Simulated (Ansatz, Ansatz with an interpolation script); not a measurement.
Rows from a G0W0 calculation on SnO2 (Pbcn) (Ansatz 0.2.0; G0W0 on LDA, plane waves, PAW; 4×4×4 mesh, 1058 empty bands, screening to 220 eV), in eV. Spin-orbit coupling is left out.

```tsv
row	k	band	start	Σx	Σc at the solution	Vxc
A	Γ	v2	8.742	-26.481	4.765	-20.907
B	Γ	c2	14.835	-14.751	-5.014	-20.929
C	Γ	v1	8.854	-26.792	4.864	-21.083
D	Γ	c1	10.098	-14.773	-3.488	-18.971
E	Γ	v3	8.709	-26.628	4.849	-20.933
F	Γ	v4	8.268	-25.965	4.534	-20.642
```

**Question.** Work out each quasiparticle level and how far it moved.

The quasiparticle equation reads E = start + Σx + Σc(E) − Vxc.

```tsv
row	E (eV)	shift (eV)
A	7.932	−0.810
B	15.999	+1.164
C	8.008	−0.845
D	10.808	+0.710
E	7.864	−0.846
F	7.480	−0.789
```

The gap over the computed points goes from 1.24 eV to 2.80 eV.

Limits: not at the basis limit; no spin-orbit coupling.

[Paths, hosts, dates, memory and timing lines, banners, echoed tables and standing remarks are left out of the program output.]

[Logs are printed without paths, hosts, clocks, repeated set-up lines and the standing remarks that a program may print on its own settings, such as how far it seeks lower states.]

[Runs of the session that timed out or met a known fault of the program may be left out.]

[Hosts, paths, dates, database ids (printed as entryN), source tags and the programs' standing remarks are cut or masked in the printed files.]
